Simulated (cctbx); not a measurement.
# A disordered crystal of nominal Sr2YMn2TlO7

Cell a = 3.9100 Å, b = 3.9100 Å, c = 12.3200 Å, α = 90.00°, β = 90.00°, γ = 90.00°; space group P4/mmm (no. 123); nominal formula Sr2YMn2TlO7.

The data are simulated with cctbx, not measured: Mo Kα, λ = 0.71073 Å, to d = 0.77 Å, 80 % of the full sphere, strongest reflection 70000 counts, noise from counting, a 1.5 % proportional error and a noise floor of 8 counts (s.d.); no absorption.

With every site full:

```text
Rint 0.014, 173 unique reflections to 0.77 A
cycle     R1     wR2    GooF  max shift (A)
   1  0.0908  0.2157  24.679   0.00445
   2  0.0105  0.0279   3.191   0.00000
final R1 0.0105 wR2 0.0279 GooF 3.191  parameters 19  data/parameter 9.1
atom        x        y        z      Ueq    occ   su(xyz)  su(Uiso or U11)
Tl1    0.00000  0.00000  0.00000   0.0099  1.000  0.00000  0.0001
Y1     0.50000  0.50000  0.50000   0.0214  1.000  0.00000  0.0003
Sr1    0.50000  0.50000  0.21233   0.0135  1.000  0.00005  0.0002
Mn2    0.00000  0.00000  0.35358   0.0147  1.000  0.00009  0.0003
O1     0.50000  0.50000  0.00000   0.0259  1.000  0.00000  0.0027
O2     0.00000  0.00000  0.18054   0.0281  1.000  0.00051  0.0020
O3     0.00000  0.50000  0.37822   0.0223  1.000  0.00034  0.0020
difference map: max 0.78 min -1.31 rms 0.13
Q1    0.0000  0.0000  0.3699    2    0.80  0.20 A from Mn2
Q2    0.0000  0.0000  0.1128    2    0.25  0.83 A from O2
Q3    0.5000  0.5000  0.4113    2    0.22  1.09 A from Y1
Q4    0.5000  0.5000  0.0692    2    0.20  0.85 A from O1
Q5    0.2959  0.2959  0.5000    4    0.20  1.13 A from Y1
Q6    0.3476  0.3476  0.4444    8    0.19  1.09 A from Y1
```

With the occupancies of the suspect sites free, each still typed as its main element:

```text
Rint 0.014, 173 unique reflections to 0.77 A
cycle     R1     wR2    GooF  max shift (A)
   1  0.0544  0.1741  20.053   0.00033
  10  0.0037  0.0087   1.001   0.00002
final R1 0.0037 wR2 0.0086 GooF 0.996  parameters 21  data/parameter 8.2
atom        x        y        z      Ueq    occ   su(xyz)  su(Uiso or U11)
Tl1    0.00000  0.00000  0.00000   0.0099  1.000  0.00000  0.0000
Y1     0.50000  0.50000  0.50000   0.0185  0.944  0.00000  0.0001
Sr1    0.50000  0.50000  0.21231   0.0136  1.000  0.00002  0.0001
Mn2    0.00000  0.00000  0.35367   0.0167  1.040  0.00003  0.0001
O1     0.50000  0.50000  0.00000   0.0256  1.000  0.00000  0.0008
O2     0.00000  0.00000  0.18061   0.0284  1.000  0.00016  0.0006
O3     0.00000  0.50000  0.37830   0.0221  1.000  0.00011  0.0006
su of occupancy Y1: 0.002
su of occupancy Mn2: 0.002
difference map: max 0.26 min -0.21 rms 0.05
Q1    0.0000  0.0000  0.1194    2    0.27  0.75 A from O2
Q2    0.5000  0.5000  0.0733    2    0.17  0.90 A from O1
Q3    0.1822  0.1822  0.0000    4    0.14  1.01 A from Tl1
Q4    0.2816  0.5000  0.5000    4    0.14  0.85 A from Y1
Q5    0.0000  0.1154  0.4590    8    0.12  1.37 A from Mn2
Q6    0.2839  0.2839  0.5000    4    0.12  1.19 A from Y1
```

**Question.** What is the disorder?

X-rays count electrons. Y1 refines to 0.944(0.002), or 36.8 electrons; the site truly holds 0.8 Y and 0.2 Mn, 36.2 electrons, which is 0.928 of Y; Mn2 refines to 1.040(0.002), or 26.0 electrons; the site truly holds 0.9 Mn and 0.1 Y, 26.4 electrons, which is 1.056 of Mn. A value under 1 can't tell vacancies from a lighter guest, and one over 1 needs a heavier guest; chemistry or a second radiation must settle which. Occupancy correlates with U and the scale, and the two elements' form factors differ in shape, so the match is approximate.

Freeing them takes R1 from 0.0105 to 0.0037 and GooF from 3.19 to 1.00.

The model is made up (kin elements in a known structure type, no relaxation), so it says nothing on whether the phase exists.

[Middle refinement cycles are left out of these outputs.]

[Logs are printed without paths, hosts, clocks, repeated set-up lines and the standing remarks that a program may print on its own settings, such as how far it seeks lower states.]
